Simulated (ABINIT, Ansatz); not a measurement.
# Iridium (Fm-3m): from the cell to the phonon bands, part 3 of 4

Aim: the phonon dispersion of Iridium (Fm-3m), checked by a second program.

ABINIT 10.8.3; DFT LDA, scalar-relativistic, plane waves, PseudoDojo norm-conserving pseudopotentials.

So far. Step 3 (Relaxing the cell and atoms): The volume changes by -1.6 % in this run and stands -1.6 % from the first cell. Step 4 (Self-consistent run for the response): The cell stands at -0.46 GPa: the relaxation ran with a smoothed and higher cutoff, and the difference is a stress of the finite basis. The relaxed cell has a = 3.810 Å (conventional setting).

The database entry behind the starting cell differs from later determinations by our own check (0.1 to 0.3 % short, probably kX units), so it need not match the best structure at ambient conditions.

**8. Phonons on a q mesh**

Linear response treats each wavevector in the unit cell, with no supercell; the 4×4×4 mesh fixes the range of the force constants to be had.

Input file dfpt_q.abi:

```
ndtset 7

# wavevectors
qpt1 0.25 0.0 0.0
qpt2 0.5 0.0 0.0
qpt3 0.25 0.25 0.0
qpt4 0.5 0.25 0.0
qpt5 -0.25 0.25 0.0
qpt6 0.5 0.5 0.0
qpt7 -0.25 0.5 0.25

# displacements
getwfk_filepath "gso_WFK"
getwfq_filepath "gso_WFK"
kptopt 3
nqpt 1
rfphon 1
rfatpol 1 1
rfdir 1 1 1
tolvrs 1.0d-10
prtwf 0

# basis, mesh and filling
ecut 30.0
ngkpt 16 16 16
nshiftk 1
shiftk 0.0 0.0 0.0
istwfk *1
occopt 7
tsmear 0.01
nband 15
nstep 100
diemac 1000000.0
prtebands 0
prtgsr 0
useylm 1

# cell and atoms
acell 5.091116282 5.091116282 5.091116282
rprim 
    0.0 0.7071067812 0.7071067812
    0.7071067812 0.0 0.7071067812
    0.7071067812 0.7071067812 0.0
ntypat 1
znucl 77
natom 1
typat 1
xred 
    0.0 0.0 0.0
pp_dirpath "./pseudo"
pseudos "Ir.upf"
```

Launch:

```bash
$ OMP_NUM_THREADS=1 mpirun -n 8 abinit dfpt_q.abi > dfpt_q.log
```

Numbers of over 12 decimals in the logs are rounded to 6 here.

dfpt_q.abo, the main output file:

```text
[banners, grids, parts of the stress and lines that vanish by symmetry left out]
- input  file    -> dfpt_q.abi
- output file    -> dfpt_q.abo
- root for input  files -> dfpt_qi
[...]
DATASET    1 : space group Fm -3 m (#225); Bravais cF (face-center cubic)
[...]
nfft =       19683          nkpt =        4096
[...]
DATASET    2 : space group Fm -3 m (#225); Bravais cF (face-center cubic)
[...]
nfft =       19683          nkpt =        4096
[...]
DATASET    3 : space group Fm -3 m (#225); Bravais cF (face-center cubic)
[...]
nfft =       19683          nkpt =        4096
[...]
DATASET    4 : space group Fm -3 m (#225); Bravais cF (face-center cubic)
[...]
nfft =       19683          nkpt =        4096
[...]
DATASET    5 : space group Fm -3 m (#225); Bravais cF (face-center cubic)
[...]
nfft =       19683          nkpt =        4096
[...]
DATASET    6 : space group Fm -3 m (#225); Bravais cF (face-center cubic)
[...]
nfft =       19683          nkpt =        4096
[...]
DATASET    7 : space group Fm -3 m (#225); Bravais cF (face-center cubic)
[...]
nfft =       19683          nkpt =        4096
[...]
== DATASET  1 ==================================================================
[...]
cutoff_energies: {ecut:  30.0, pawecutdg:  -1.0, }
[...]
Perturbation : displacement of atom   1   along direction   1
[...]
-ETOT  1   5.784088     -2.827E+03 7.764E+00 1.924E+04
 ETOT  2   42.119925936796      3.634E+01 1.818E-01 6.174E+05
 ETOT  3   4.164706     -3.796E+01 8.484E-03 1.256E+03
 ETOT  4   4.074428     -9.028E-02 3.706E-04 7.388E+00
 ETOT  5   4.073760     -6.681E-04 4.468E-06 1.875E-03
[...]
At SCF step   12       vres2   =  6.14E-12 < tolvrs=  1.00E-10 =>converged.
[...]
Perturbation : displacement of atom   1   along direction   2
[...]
-ETOT  1   1.706007     -2.205E+03 7.464E+00 9.248E+01
[...]
At SCF step   10       vres2   =  5.89E-12 < tolvrs=  1.00E-10 =>converged.
[...]
Phonon wavevector (reduced coordinates) :  0.25000  0.00000  0.00000
 Phonon energies in Hartree :
[...]
Phonon frequencies in cm-1    :
-  8.646413E+01  8.646413E+01  1.693280E+02
[...]
== DATASET  2 ==================================================================
[...]
cutoff_energies: {ecut:  30.0, pawecutdg:  -1.0, }
[...]
- 77.00000  17.00000  180309                  znucl, zion, pspdat
[...]
Perturbation : displacement of atom   1   along direction   1
[...]
-ETOT  1   5.517228     -2.483E+03 7.698E+00 1.423E+03
[...]
At SCF step   11       vres2   =  8.63E-12 < tolvrs=  1.00E-10 =>converged.
[...]
Perturbation : displacement of atom   1   along direction   2
[...]
-ETOT  1   5.863208     -2.577E+03 8.552E+00 2.073E+03
[...]
ETOT  8   5.083478     -4.017E-09 2.011E-11 2.563E-09
 ETOT  9   5.083478      1.319E-11 5.376E-13 1.261E-11
 At SCF step    9       vres2   =  1.26E-11 < tolvrs=  1.00E-10 =>converged.
[...]
Phonon wavevector (reduced coordinates) : -0.25000  0.50000  0.25000
 Phonon energies in Hartree :
[...]
Phonon frequencies in cm-1    :
-  1.583908E+02  1.641994E+02  1.641994E+02
[...]
fcart7     0.0000000000E+00  0.0000000000E+00  0.0000000000E+00
       
================================================================================
```

Run time: 33 min. Hardware: 8 MPI ranks of AMD EPYC 9B14 (Zen 4), shared host.

Numbers from this step:

```
lowest mode on the q mesh (acoustic ones at the zone centre apart) : 86.46 cm⁻¹
```

Frequencies (cm⁻¹) before the sum rule at the irreducible wavevectors but Γ, which is solved apart; negative means imaginary. Frequencies by wavevector:

```
 q (fractions)  star  mode 1  mode 2  mode 3
      0.25 0 0     8   86.46   86.46   169.3
       0.5 0 0     4   113.6   113.6   202.8
   0.25 0.25 0     6   114.3   114.3   183.4
    0.5 0.25 0    24   136.7   148.9   186.5
  -0.25 0.25 0    12   125.9   140.6   188.9
     0.5 0.5 0     3     150     150   189.8
-0.25 0.5 0.25     6   158.4   164.2   164.2
```

**9. Interpolated phonon bands**

anaddb transforms the dynamical matrices to force constants and back along the path; points of the mesh come back as solved, but for the sum rule and, in polar crystals, the LO-TO term at Γ; the rest is interpolation.

Input file anaddb.abi:

```
ddb_filepath "all_DDB"
output_file "anaddb.abo"
outdata_prefix "anaddb"
ifcflag 1
ngqpt 4 4 4
nqshft 1
q1shft 0.0 0.0 0.0
asr 1
chneut 0
dipdip 0
dipquad 0
quadquad 0
enunit 0
eivec 0
nph1l 62
qph1l 
    0.0 0.0 0.0 1.0
    0.05 0.0 0.05 1.0
    0.1 0.0 0.1 1.0
    0.15 0.0 0.15 1.0
    0.2 0.0 0.2 1.0
    0.25 0.0 0.25 1.0
    0.3 0.0 0.3 1.0
    0.35 0.0 0.35 1.0
    0.4 0.0 0.4 1.0
    0.45 0.0 0.45 1.0
    0.5 0.0 0.5 1.0
    0.5125 0.025 0.5125 1.0
    0.525 0.05 0.525 1.0
    0.5375 0.075 0.5375 1.0
    0.55 0.1 0.55 1.0
    0.5625 0.125 0.5625 1.0
    0.575 0.15 0.575 1.0
    0.5875 0.175 0.5875 1.0
    0.6 0.2 0.6 1.0
    0.6125 0.225 0.6125 1.0
    0.625 0.25 0.625 1.0
    0.375 0.375 0.75 1.0
    0.3375 0.3375 0.675 1.0
    0.3 0.3 0.6 1.0
    0.2625 0.2625 0.525 1.0
    0.225 0.225 0.45 1.0
    0.1875 0.1875 0.375 1.0
    0.15 0.15 0.3 1.0
    0.1125 0.1125 0.225 1.0
    0.075 0.075 0.15 1.0
    0.0375 0.0375 0.075 1.0
    0.0 0.0 0.0 1.0
    0.05 0.05 0.05 1.0
    0.1 0.1 0.1 1.0
    0.15 0.15 0.15 1.0
    0.2 0.2 0.2 1.0
    0.25 0.25 0.25 1.0
    0.3 0.3 0.3 1.0
    0.35 0.35 0.35 1.0
    0.4 0.4 0.4 1.0
    0.45 0.45 0.45 1.0
    0.5 0.5 0.5 1.0
    0.5 0.475 0.525 1.0
    0.5 0.45 0.55 1.0
    0.5 0.425 0.575 1.0
    0.5 0.4 0.6 1.0
    0.5 0.375 0.625 1.0
    0.5 0.35 0.65 1.0
    0.5 0.325 0.675 1.0
    0.5 0.3 0.7 1.0
    0.5 0.275 0.725 1.0
    0.5 0.25 0.75 1.0
    0.5 0.225 0.725 1.0
    0.5 0.2 0.7 1.0
    0.5 0.175 0.675 1.0
    0.5 0.15 0.65 1.0
    0.5 0.125 0.625 1.0
    0.5 0.1 0.6 1.0
    0.5 0.075 0.575 1.0
    0.5 0.05 0.55 1.0
    0.5 0.025 0.525 1.0
    0.5 0.0 0.5 1.0
```

Input file mrgddb.in:

```
all_DDB
merged
8
dfpt_gammao_DDB
dfpt_qo_DS1_DDB
dfpt_qo_DS2_DDB
dfpt_qo_DS3_DDB
dfpt_qo_DS4_DDB
dfpt_qo_DS5_DDB
dfpt_qo_DS6_DDB
dfpt_qo_DS7_DDB
```

Launch:

```bash
$ mrgddb < mrgddb.in > mrgddb.log
$ OMP_NUM_THREADS=1 anaddb anaddb.abi > anaddb.log
```

anaddb.abo, the main output file:

```text
[banners, grids, parts of the stress and lines that vanish by symmetry left out]
-outvars_anaddb: echo values of input variables ----------------------

 Flags :
[...]
Phonon wavevector (reduced coordinates) :  0.00000  0.00000  0.00000
 Phonon energies in Hartree :
[...]
Phonon frequencies in cm-1    :
-  0.000000E+00  0.000000E+00  0.000000E+00
[...]
Phonon wavevector (reduced coordinates) :  0.05000  0.00000  0.05000
 Phonon energies in Hartree :
[...]
Phonon frequencies in cm-1    :
-  2.479952E+01  2.479952E+01  4.767499E+01
[...]
Phonon wavevector (reduced coordinates) :  0.10000  0.00000  0.10000
 Phonon energies in Hartree :
[...]
Phonon frequencies in cm-1    :
-  4.959408E+01  4.959408E+01  9.245149E+01
[...]
Phonon wavevector (reduced coordinates) :  0.15000  0.00000  0.15000
 Phonon energies in Hartree :
[...]
Phonon frequencies in cm-1    :
-  7.369907E+01  7.369907E+01  1.314975E+02
[...]
Phonon wavevector (reduced coordinates) :  0.20000  0.00000  0.20000
 Phonon energies in Hartree :
[...]
Phonon frequencies in cm-1    :
-  9.574670E+01  9.574670E+01  1.623406E+02
  Phonon wavevector (reduced coordinates) :  0.25000  0.00000  0.25000
 Phonon energies in Hartree :
[...]
Phonon frequencies in cm-1    :
-  1.143111E+02  1.143111E+02  1.834023E+02
  Phonon wavevector (reduced coordinates) :  0.30000  0.00000  0.30000
 Phonon energies in Hartree :
[...]
Phonon frequencies in cm-1    :
-  1.285937E+02  1.285937E+02  1.945556E+02
  Phonon wavevector (reduced coordinates) :  0.35000  0.00000  0.35000
 Phonon energies in Hartree :
[...]
Phonon frequencies in cm-1    :
-  1.386665E+02  1.386665E+02  1.974064E+02
  Phonon wavevector (reduced coordinates) :  0.40000  0.00000  0.40000
 Phonon energies in Hartree :
[...]
Phonon frequencies in cm-1    :
-  1.451745E+02  1.451745E+02  1.950844E+02
  Phonon wavevector (reduced coordinates) :  0.45000  0.00000  0.45000
 Phonon energies in Hartree :
[...]
Phonon frequencies in cm-1    :
-  1.488090E+02  1.488090E+02  1.914539E+02
  Phonon wavevector (reduced coordinates) :  0.50000  0.00000  0.50000
 Phonon energies in Hartree :
[...]
Phonon frequencies in cm-1    :
-  1.499811E+02  1.499811E+02  1.898064E+02
  Phonon wavevector (reduced coordinates) :  0.51250  0.02500  0.51250
 Phonon energies in Hartree :
[...]
Phonon frequencies in cm-1    :
-  1.499393E+02  1.501384E+02  1.896035E+02
  Phonon wavevector (reduced coordinates) :  0.52500  0.05000  0.52500
 Phonon energies in Hartree :
[...]
Phonon frequencies in cm-1    :
-  1.498138E+02  1.506091E+02  1.890000E+02
  Phonon wavevector (reduced coordinates) :  0.53750  0.07500  0.53750
 Phonon energies in Hartree :
[...]
Phonon frequencies in cm-1    :
-  1.496036E+02  1.513893E+02  1.880112E+02
[...]
Phonon wavevector (reduced coordinates) :  0.50000  0.17500  0.67500
 Phonon energies in Hartree :
[...]
Phonon frequencies in cm-1    :
-  1.559459E+02  1.564431E+02  1.743390E+02
  Phonon wavevector (reduced coordinates) :  0.50000  0.15000  0.65000
 Phonon energies in Hartree :
[...]
Phonon frequencies in cm-1    :
-  1.539699E+02  1.551873E+02  1.777290E+02
  Phonon wavevector (reduced coordinates) :  0.50000  0.12500  0.62500
 Phonon energies in Hartree :
[...]
Phonon frequencies in cm-1    :
-  1.524476E+02  1.538540E+02  1.809467E+02
  Phonon wavevector (reduced coordinates) :  0.50000  0.10000  0.60000
 Phonon energies in Hartree :
[...]
Phonon frequencies in cm-1    :
-  1.513618E+02  1.525839E+02  1.838613E+02
  Phonon wavevector (reduced coordinates) :  0.50000  0.07500  0.57500
 Phonon energies in Hartree :
[...]
Phonon frequencies in cm-1    :
-  1.506551E+02  1.514938E+02  1.863311E+02
  Phonon wavevector (reduced coordinates) :  0.50000  0.05000  0.55000
 Phonon energies in Hartree :
[...]
Phonon frequencies in cm-1    :
-  1.502437E+02  1.506670E+02  1.882173E+02
  Phonon wavevector (reduced coordinates) :  0.50000  0.02500  0.52500
 Phonon energies in Hartree :
[...]
Phonon frequencies in cm-1    :
-  1.500407E+02  1.501544E+02  1.894022E+02
  Phonon wavevector (reduced coordinates) :  0.50000  0.00000  0.50000
 Phonon energies in Hartree :
[...]
Phonon frequencies in cm-1    :
-  1.499811E+02  1.499811E+02  1.898064E+02
-
```

Run time: 0.64 s. Hardware: 1 thread.

Numbers from this step:

| Property | Result |
| --- | --- |
| lowest frequency on the path | 0 cm⁻¹ |

Anaddb. The phonon branches at the labelled points (cm⁻¹):

```
    point  branch 1  branch 2  branch 3
        Γ         0         0         0
  halfway       114       114       183
        X       150       150       190
  halfway       149       154       185
        U       146       165       173
jump to K       146       165       173
  halfway       105       116       182
        Γ         0         0         0
  halfway        86        86       169
        L       114       114       203
  halfway       135       146       186
        W       158       164       164
  halfway       152       154       181
        X       150       150       190
```

The phonon branches as a text plot (rows in cm⁻¹):

```
    199 |       ****                          *******
    190 |           ***      ***                     **        **
    182 |      *       **   *   *            *         *     **
    173 |                ***                *           *   *
    165 |    **          ***     *                       ***
    156 |              **   *                          ********
    148 |         *********  **            *          * *     ***
    139 |        *         **     **                 * *
    131 |   *   *            ***                    ***
    123 |                      *                   **
    114 |      *                *         *     ****
    106 |                       *             **
     97 |    **                  *  *        *
     89 |  *                     *          *
     80 |                                *
     72 |   *                     **       *
     63 |
     55 |                           **    *
     46 | **                        *
     38 |                               **
     30 |                            *
     21 | *                          *  *
     13 |
      4 |*                            **
         Γ           X  U|K            Γ         L        W     X
```

All branches are real along the path.

**10. Sums over the zone**

Sums over the zone need many more wavevectors than were solved, so the interpolation is sampled on a dense mesh.

Input file anaddb.abi:

```
ddb_filepath "all_DDB"
output_file "anaddb.abo"
outdata_prefix "anaddb"
ifcflag 1
ngqpt 4 4 4
nqshft 1
q1shft 0.0 0.0 0.0
asr 1
chneut 0
dipdip 0
dipquad 0
quadquad 0
prtdos 2
ng2qpt 20 20 20
dosdeltae 4.5563e-06
ntemper 11
temperinc 100.0
tempermin 0.0
```

Launch:

```bash
$ OMP_NUM_THREADS=1 anaddb anaddb.abi > anaddb.log
```

anaddb.abo, the main output file:

```text
[banners, grids, parts of the stress and lines that vanish by symmetry left out]
-outvars_anaddb: echo values of input variables ----------------------

 Flags :
     ifcflag         1
 Miscellaneous information :
         asr         1
      chneut         0
 Interatomic Force Constants Inputs :
      dipdip         0
     dipquad         0
    quadquad         0
      ifcana         0
      ifcout         0
 Description of grid 1 :
        brav         1
       ngqpt         4         4         4
      nqshft         1
      q1shft
                     0.00000000E+00  0.00000000E+00  0.00000000E+00
 Phonon DOS information :
   dosdeltae  4.55630000E-06
    dossmear  4.55633525E-06
 Description of grid 2 (Fourier interp. or BZ sampling):
      ng2qpt        20        20        20
      ngrids         4
      q2shft         0.00000000E+00  0.00000000E+00  0.00000000E+00

================================================================================

 read the DDB information and perform some checks

  ==== Info on the Cryst% object ====
 Real(R)+Recip(G) space primitive vectors, cartesian coordinates (Bohr,Bohr^-1):
 R(1)=  0.0000000  3.5999628  3.5999628  G(1)= -0.1388903  0.1388903  0.1388903
 R(2)=  3.5999628  0.0000000  3.5999628  G(2)=  0.1388903 -0.1388903  0.1388903
 R(3)=  3.5999628  3.5999628  0.0000000  G(3)=  0.1388903  0.1388903 -0.1388903
 Unit cell volume ucvol=  9.3309111E+01 bohr^3
 Angles (23,13,12)=  6.00000000E+01  6.00000000E+01  6.00000000E+01 degrees
 Time-reversal symmetry is present
 Reduced atomic positions [iatom, xred, symbol]:
    1)    0.0000000  0.0000000  0.0000000  Ir

 DDB file with 8 blocks has been read.

================================================================================

 Calculation of the interatomic forces

       Homogeneous q point set in the B.Z.
 Grid q points  :       64
  1)   0.00000000E+00  0.00000000E+00  0.00000000E+00
  2)   2.50000000E-01  0.00000000E+00  0.00000000E+00
  3)   5.00000000E-01  0.00000000E+00  0.00000000E+00
  4)  -2.50000000E-01  0.00000000E+00  0.00000000E+00
  5)   0.00000000E+00  2.50000000E-01  0.00000000E+00
  6)   2.50000000E-01  2.50000000E-01  0.00000000E+00
  7)   5.00000000E-01  2.50000000E-01  0.00000000E+00
  8)  -2.50000000E-01  2.50000000E-01  0.00000000E+00
  9)   0.00000000E+00  5.00000000E-01  0.00000000E+00
 10)   2.50000000E-01  5.00000000E-01  0.00000000E+00
 11)   5.00000000E-01  5.00000000E-01  0.00000000E+00
 12)  -2.50000000E-01  5.00000000E-01  0.00000000E+00
 13)   0.00000000E+00 -2.50000000E-01  0.00000000E+00
 14)   2.50000000E-01 -2.50000000E-01  0.00000000E+00
[...]
58)   2.50000000E-01  5.00000000E-01 -2.50000000E-01
 59)   5.00000000E-01  5.00000000E-01 -2.50000000E-01
 60)  -2.50000000E-01  5.00000000E-01 -2.50000000E-01
 61)   0.00000000E+00 -2.50000000E-01 -2.50000000E-01
 62)   2.50000000E-01 -2.50000000E-01 -2.50000000E-01
 63)   5.00000000E-01 -2.50000000E-01 -2.50000000E-01
 64)  -2.50000000E-01 -2.50000000E-01 -2.50000000E-01

 The interatomic forces have been obtained

================================================================================

 Calculation of phonon density of states

 Average speed of sound partial sums:     0.1547057124E-02 (at units)
-                                   =           3.3845 [km/s]

 Debye frequency from partial sums:     0.1329480574E-02 (Ha)
-                                 =     0.8747561957E+01 (THz)
-Debye temperature from partial sums:     0.4198167613E+03 (K)

 Average speed of sound:     0.1667635589E-02 (at units)
-                      =           3.6483 [km/s]

 Debye frequency from DOS:     0.1433101006E-02 (Ha)
-                        =     0.9429351645E+01 (THz)
-Debye temperature from DOS:     0.4525375057E+03 (K)

-
```

Wall time 0.76 s (1 thread).

Numbers from this step:

- share of modes beyond 3i cm⁻¹ on the dense interpolated mesh: 0
- zero-point energy per atom: 27.35 meV
- heat capacity at 300 K: 23.89 J/(mol atoms K)
- vibrational entropy at 300 K: 34.93 J/(mol atoms K)

The phonon density of states has structure finer than the step of the table below, so its rows give means over 10 cm⁻¹, whole bins alone (the curve runs from -30 to 233 cm⁻¹). Peaks (cm⁻¹: height): 149.0: 0.0523, 190.0: 0.0641.

Tetrahedra. The phonon density of states by wavenumber; means over each step:

```
wavenumber (cm⁻¹)  phonon density of states (1/cm⁻¹/cell)
                0                                       0
               10                                  2.1e-5
               20                                  1.4e-4
               30                                  3.8e-4
               40                                  7.8e-4
               50                                 0.00129
               60                                 0.00199
               70                                 0.00296
               80                                 0.00431
               90                                 0.00631
              100                                 0.00959
              110                                  0.0166
              120                                  0.0269
              130                                  0.0325
              140                                  0.0406
              150                                  0.0433
              160                                  0.0196
              170                                 0.00962
              180                                  0.0277
              190                                  0.0472
              200                                 0.00789
              210                                       0
```

Harmonic thermodynamic functions per atom, summed over the density of states scaled to three modes an atom; melting is ignored. Thermodynamic functions:

```
T (K)  F_vib (meV/atom)  S (J/mol-atom/K)  C_V (J/mol-atom/K)
    0             27.35                 0                   0
   50             27.02             2.645               7.291
  100             23.46              11.3               17.33
  200              3.87             25.46               22.66
  300            -27.71             34.93               23.89
  400            -67.68             41.88               24.34
  500              -114             47.33               24.56
  600            -165.5             51.82               24.67
  700            -221.2             55.63               24.75
  800            -280.6             58.94               24.79
  900            -343.2             61.86               24.82
 1000            -408.7             64.48               24.85
```

At 300 K the heat capacity has reached 96 % of the Dulong-Petit value.

(Continued in part 4 of 4.)

[Host names and launcher messages were left out of these logs when they were recorded.]

[Logs are printed without paths, hosts, clocks, repeated set-up lines and the standing remarks that a program may print on its own settings, such as how far it seeks lower states.]

[Hosts, paths, dates, database ids (printed as entryN), source tags and the programs' standing remarks are cut or masked in the printed files.]
